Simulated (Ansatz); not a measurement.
RbZnCl3 (Pm-3m): refractive index against wavelength

The refractive index of RbZnCl3 (Pm-3m) below the direct gap (1.81 eV on the mesh) is read from one computed spectrum, n = √(Re ε).

It takes space group Pm-3m (No. 221, cubic). The conventional cell has a = 5.009 Å, b = 5.009 Å, c = 5.009 Å, α = 90.00°, β = 90.00°, γ = 90.00°. Rb on site a is surrounded by 12 Cl at 3.54 Å. Zn on site b has 6 Cl at 2.50 Å as nearest neighbours. Cl on site c is surrounded by 2 Zn at 2.50 Å.

Method: Ansatz 0.2.0, PBE, independent particles, k-mesh 6×6×6 with interpolation inside its cells, Gaussian parameter 0.2 eV.

Launch of the response step: `ansatz run input.yaml --threads 2 --pin off --max-ram 5120MiB --backend cpu --events-out ev --progress --plain --runs-dir out`. The run took 19 s, on 2 threads of AMD EPYC 9R45 96-Core Processor (Zen 5), with other jobs on the host.

```
wavelength (nm)  photon energy E (eV)       n
           3000                 0.413  1.9755
           2000                 0.620  1.9807
           1550                 0.800  1.9873
           1310                 0.946  1.9943
           1064                 1.165       ?
```

In the single-oscillator model n² − 1 = E₀E_d/(E₀² − E²), so 1/(n² − 1) = E₀/E_d − E²/(E₀E_d) is linear in E².

Working, on the rows shown:

| x = E² (eV²) | y = 1/(n² − 1) |
| --- | --- |
| 0.170801 | 0.344519 |
| 0.384302 | 0.342094 |
| 0.639837 | 0.339056 |
| 0.895757 | 0.335882 |

Means: x̄ = 0.52267, ȳ = 0.34039. Σ(x − x̄)(y − ȳ) = -0.003527, Σ(x − x̄)² = 0.2959. Slope = -0.003527 / 0.2959 = -0.01192; intercept = ȳ − slope · x̄ = 0.34662. Turned back into n, the line misses the rows shown by at most 0.00014.

Problem. What does the fit predict for the withheld row, and how well does it do?

Solution. At x = 1.3578 the line gives y = 0.33043, that is 2.0066. The run gave 2.0084, so the extrapolation is off by 0.0018, 6 % of the range in the table.

Refitted with all rows, the slope is -0.01254 and the intercept 0.34689. These give E₀ = √(intercept/−slope) = 5.26 eV and E_d = E₀/intercept = 15.2 eV; E₀ is 2.9 times the direct gap. The electronic limit at long wavelengths, without lattice vibrations, is n = √(1 + 1/intercept) = 1.970. The structure is a model and need not exist. Excitons are left out and so are local fields; PBE gaps are as a rule too small. Spin-orbit coupling is left out.

[Logs are printed without paths, hosts, clocks, repeated set-up lines and the standing remarks that a program may print on its own settings, such as how far it seeks lower states.]
